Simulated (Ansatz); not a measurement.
# BN (P6_3mc): refractive index against wavelength

The refractive index of BN (P6_3mc) along x below the direct gap (8.36 eV on the mesh) is read from one computed spectrum, n = √(Re ε). x, y and z are the Cartesian axes of the input cell.

Symmetry: P6_3mc, No. 186, hexagonal system. The conventional cell has a = 2.536 Å, b = 2.536 Å, c = 4.199 Å, α = 90.00°, β = 90.00°, γ = 120.00°. Around N on site b lie 4 B at 1.56 to 1.57 Å. Around B on site b lie 4 N at 1.56 to 1.57 Å.

Method: Ansatz 0.2.0, PBE, independent particles, k-mesh 15×15×8 with interpolation inside its cells, Gaussian parameter 0.15 eV.

Launch of the response step: `ansatz run input.yaml --threads 4 --pin off --max-ram 8192MiB --backend cpu --events-out ev --progress --plain --runs-dir out`. The run took 11 s, on 4 threads of Arm Neoverse V2 (shared host).

| wavelength (nm) | photon energy E (eV) | n |
| --- | --- | --- |
| 532 | 2.331 | 2.1863 |
| 450 | 2.755 | 2.1986 |
| 405 | 3.061 | 2.2091 |
| 365 | 3.397 | 2.2221 |
| 308 | 4.025 | 2.2514 |
| 266 | 4.661 | 2.2888 |
| 248 | 4.999 | ? |

In the single-oscillator model n² − 1 = E₀E_d/(E₀² − E²), so 1/(n² − 1) = E₀/E_d − E²/(E₀E_d) is linear in E².

Working, on the rows shown:

| x = E² (eV²) | y = 1/(n² − 1) |
| --- | --- |
| 5.43137 | 0.264557 |
| 7.59115 | 0.260835 |
| 9.37179 | 0.257724 |
| 11.5384 | 0.253954 |
| 16.2043 | 0.245773 |
| 21.7255 | 0.235927 |

Means: x̄ = 11.977, ȳ = 0.25313. Σ(x − x̄)(y − ȳ) = -0.3197, Σ(x − x̄)² = 182. Slope = -0.3197 / 182 = -0.001757; intercept = ȳ − slope · x̄ = 0.27417. Turned back into n, the line misses the rows shown by at most 0.00029.

Question: Fill in the last column of the withheld row.

Answer: At x = 24.994 the line gives y = 0.23026, that is 2.3115. The run gave 2.3124, so the extrapolation is off by 0.00091, 0.7 % of the range in the table.

Refitted with all rows, the slope is -0.001765 and the intercept 0.27425. These give E₀ = √(intercept/−slope) = 12.47 eV and E_d = E₀/intercept = 45.5 eV; E₀ is 1.5 times the direct gap. The electronic limit at long wavelengths, without lattice vibrations, is n = √(1 + 1/intercept) = 2.156. The cell comes from an older database entry, whose edges can be off by a per cent or so. Excitons are left out and so are local fields; PBE gaps are as a rule too small.
